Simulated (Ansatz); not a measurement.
# Formation energy and levels of the substitutional impurity Bi_C in SiC (P6_3mc), part 2 of 2

Wanted: the transition levels of a substitutional impurity in SiC (P6_3mc), from a cell of 108 host atoms with 1 C taken out and 1 Bi put in.

Ansatz; place-levels on r2SCAN runs: charge-transition levels and formation energies with image-charge correction and potential alignment at the atomic sites; PAW set soft_1.

So far: The starting structure; What was run first; Levels against the band edges, r2SCAN.

**3. Levels against the band edges, r2SCAN (continued)**

Levels between the charges placed, in eV above the valence top:

```
        gap (eV)  (+1/0)  (0/−1)
r2SCAN      2.37    2.21    2.50
```

Corrections by state:

```
charge  moment (μB)  image terms and alignment (eV)  band filling (eV)                                  ε used  over the lowest of its charge, as the program ranks them, band filling apart (eV)
    +1          0.0                           0.470                  -  principal values (10.43, 10.43, 10.95)                                                                              0.000
     0          1.0                           0.000                  -                                       -                                                                              0.000
    −1          0.0                          -0.208             -0.077  principal values (10.43, 10.43, 10.95)                                                                              0.000
    −1          2.0                          -0.263                  -  principal values (10.43, 10.43, 10.95)                                                                              0.162
```

The charged structures listed were also run neutral, and place-levels reads from each pair, by the potential or the spins, how wide the charge is by which they differ; that can be the carrier of either run.

```
charge  rms radius (Å)  spread where it is widest against the cell (Å)  wide from (Å)  reading
    +1             4.4                                            2.62           1.39     wide
    −1             4.7                                            2.77           1.39     wide
```

The neutral runs of these pairs need not share the spin of the lowest neutral state, and very wide values only mean spread over the cell.

From the program's caveats on the states, each cut to its opening words:

- charge +1: it parts from the run at its places by a charge that spreads by about 2.6 Å along one vector (1.4 Å or more is wide), by its potential at epsilon [7.09, 7.09, [...]
- charge 0 (1 μB): its sublattices stand up to 0.0489 Å off the host's, which by the two runs' forces adds about +0.01 eV to its energy against the host's, and moves the band [...]
- charge 0 (1 μB), −1 (2 μB): flagged: stability check not made
- charge −1: it parts from the run at its places by a charge that spreads by about 2.8 Å along one vector (1.4 Å or more is wide), by its potential at epsilon [7.09, 7.09, [...]
- charge −1: a band-filling correction moves a carrier to the host's band edge, which changes its energy by -0.077 eV
- charge −1: the host's ions (past the first shell or, of a walk that freed a part, those that it held) aren't shown at rest: they stand up to 0.118 Å off their sites, 4.18 [...]
- charge −1: its sublattices stand up to 0.0465 Å off the host's, which by the two runs' forces adds about +0.03 eV to its energy against the host's, and moves the band [...]
- charge −1 (2 μB): it parts from the run at its places by a charge that spreads by about 3.7 Å along one vector (1.4 Å or more is wide), by its potential at epsilon [7.09, 7.09, [...]
- charge −1 (2 μB): its alignment with the host at atomic sites is doubtful: the mean over the far sites moves by -0.1394 eV from their farther parts to their nearer, more than [...]
- charge −1 (2 μB): the host's ions (past the first shell or, of a walk that freed a part, those that it held) aren't shown at rest: they stand up to 0.121 Å off their sites, 4.36 [...]
- charge −1 (2 μB): its sublattices stand up to 0.0538 Å off the host's, which by the two runs' forces adds about +0.02 eV to its energy against the host's, and moves the band [...]
- charge −1 (2 μB): its moments are held at its close (magnetization.spin_locking), by a field of 0.151 eV a Bohr magneton, and its energy and levels are of the state that this [...]

The host's formation energy from the elements is -0.356 eV per atom; it sets how far the chemical potentials can move.

Limit set by the element alone; other compounds of these elements are not counted. Chemical potentials from the elements' reference states: C 0.00 eV, Si -0.71 eV, Bi 0.00 eV. Formation energies (C-rich), with the Fermi level at the valence top and at the conduction bottom (gap 2.37 eV):

```
charge  at valence top (eV)  at conduction bottom (eV)  correction included (eV)
    +1                 8.53                      10.89                      0.47
     0                10.73                      10.73                      0.00
    −1                13.24                      10.87                     -0.29
```

```json
{"Fermi level (eV)": "0.00", "lowest formation energy (eV)": "8.53"}
{"Fermi level (eV)": "0.22", "lowest formation energy (eV)": "8.74"}
{"Fermi level (eV)": "0.43", "lowest formation energy (eV)": "8.96"}
{"Fermi level (eV)": "0.65", "lowest formation energy (eV)": "9.17"}
{"Fermi level (eV)": "0.86", "lowest formation energy (eV)": "9.39"}
{"Fermi level (eV)": "1.08", "lowest formation energy (eV)": "9.60"}
{"Fermi level (eV)": "1.29", "lowest formation energy (eV)": "9.82"}
{"Fermi level (eV)": "1.51", "lowest formation energy (eV)": "10.03"}
{"Fermi level (eV)": "1.72", "lowest formation energy (eV)": "10.25"}
{"Fermi level (eV)": "1.94", "lowest formation energy (eV)": "10.46"}
{"Fermi level (eV)": "2.15", "lowest formation energy (eV)": "10.68"}
{"Fermi level (eV)": "2.37", "lowest formation energy (eV)": "10.73"}
```

Limit set by the element alone; other compounds of these elements are not counted. Chemical potentials from the elements' reference states: Si 0.00 eV, C -0.71 eV, Bi 0.00 eV. Formation energy by charge state (Si-rich; gap 2.37 eV):

```
charge  at valence top (eV)  at conduction bottom (eV)  correction included (eV)
    +1                 7.81                      10.18                      0.47
     0                10.02                      10.02                      0.00
    −1                12.52                      10.15                     -0.29
```

Fermi level (eV), lowest formation energy (eV) and a bar from the least value:
```
     0.00       7.81 
     0.22       8.03 ###
     0.43       8.24 ######
     0.65       8.46 #########
     0.86       8.67 ############
     1.08       8.89 ###############
     1.29       9.11 ##################
     1.51       9.32 #####################
     1.72       9.54 #######################
     1.94       9.75 ##########################
     2.15       9.97 #############################
     2.37      10.02 ##############################
```

**4. Effect of the sampling**

The relaxations' own energies give the levels at their sampling, for comparison.

levels.relax_mesh.yaml reads:

```yaml
host:
  run: host.relax.run
states: [qm1.relax.run, q0_M1.relax.run, qp1.relax.run, qm1_M2.relax.run]
chemical_potentials:
  C:
    energy: -251.553391
    dataset: "<sha256 of the dataset>"
  Bi:
    energy: -12413.333252
    dataset: "<sha256 of the dataset>"
```

Launch:

```sh
$ ansatz place-levels levels.relax_mesh.yaml -- --threads 8 --pin off --max-ram 15073MiB
```

Output:

```text
(+1/0) 2.210 eV above the valence edge, 0.168 eV under the conduction edge
[...]
formation energy of charge +1: +8.359 eV with the Fermi level at the valence edge
formation energy of charge 0: +10.570 eV with the Fermi level at the valence edge
formation energy of charge -1: +13.070 eV with the Fermi level at the valence edge
  edges by r2scan, gap 2.378 eV; the host is sampled to repeats of 16.00 Å
[... the lines on each state left out ...]
```

Run time: 0.15 s. Hardware: 8 threads of Arm Neoverse V2, shared host.

Levels between neighbouring charges, in eV above the valence top:

```
                        gap (eV)  (+1/0)  (0/−1)
one point at (¼, ¼, ¼)      2.38    2.21    2.50
  a 2×2×2 shifted mesh      2.37    2.21    2.50
```

Going from one point at (¼, ¼, ¼) to a 2×2×2 shifted mesh moves the levels that carry no band-filling term by up to 0.00 eV and formation energies against the elements by up to 0.17 eV; band-filling terms, which differ between samplings, are in these energies.

**5. What came out**

```
gap of the host                                                          : 2.37 eV (r2SCAN)
level (plus 1/0)                                                         : 2.21 eV above the valence top
level (0/minus 1)                                                        : 2.50 eV above the valence top, past the conduction bottom (2.58 eV above the valence top without the band-filling term)
lowest of the charges placed, just above the valence top (0.02 eV)       : +1
lowest of the charges placed, just below the conduction bottom (0.02 eV) : 0
lowest formation energy at mid-gap of the charges run, C-rich            : 9.71 eV
lowest formation energy at mid-gap of the charges run, Si-rich           : 9.00 eV
```

What this shows: Of the charges placed (−1, 0 and +1), the lowest changes at 2.21 eV (+1/0) above the valence top, in a gap of 2.37 eV. (+1/0) lies nearer to a band edge than the share of the finite-size correction in it (0.47 eV), and that correction holds for a localised charge alone. Charges above +1 were not placed, so these runs say nothing of levels that involve them. States placed: +1 at 0 μB; 0 at 1 μB; −1 at 0 μB and 2 μB. Other spin states or structures, where not listed, weren't placed. The program finds carriers beyond a band edge of the host and adds a band-filling term at charge −1 (-0.08 eV); steps to such a charge show no bound level, and a defect level inside a band would be read the same way. Bi is taken at its element; compounds, which aren't counted here, bound the chemical potentials and would shift these formation energies. Going from one point at (¼, ¼, ¼) to a 2×2×2 shifted mesh moves the levels that carry no band-filling term by up to 0.00 eV and formation energies against the elements by up to 0.17 eV; band-filling terms, which differ between samplings, are in these energies. The program doubts the alignment of potentials for at least one state, a sign that the cell is small. Limits: r2SCAN makes the gap too small and tends to spread out bound carriers; spin–orbit coupling, which can matter with heavy atoms, is left out; force components of up to 0.35 eV/Å remain in a run at the final settings.

Comparison with the measured values:

| quantity | measured | r2SCAN |
| --- | --- | --- |
| band gap (least gap of the host) (eV) | 3.03 | 2.37 (-0.66 eV) |

Measured values from arxiv:1806.04908 (2018).

How well it matches: The band gap is off by -0.66 eV: a clear miss. Local and semilocal functionals usually give gaps below the measured ones. Zero-point and thermal motion shift the measured gap.

[Logs are printed without paths, hosts, clocks, repeated set-up lines and the standing remarks that a program may print on its own settings, such as how far it seeks lower states.]

[Hosts, paths, dates, database ids (printed as entryN), source tags and the programs' standing remarks are cut or masked in the printed files.]

[Where a table of states has a column of steps, it counts the stored structures, which are thinned; the runs took as many ionic steps or more.]

[A defect's name tells the site on which it was built; relaxed atoms can leave that site.]

[For some hosts the program warned that the k-mesh of the response run may be too coarse for force constants and the static dielectric constant; such warnings are not shown here.]
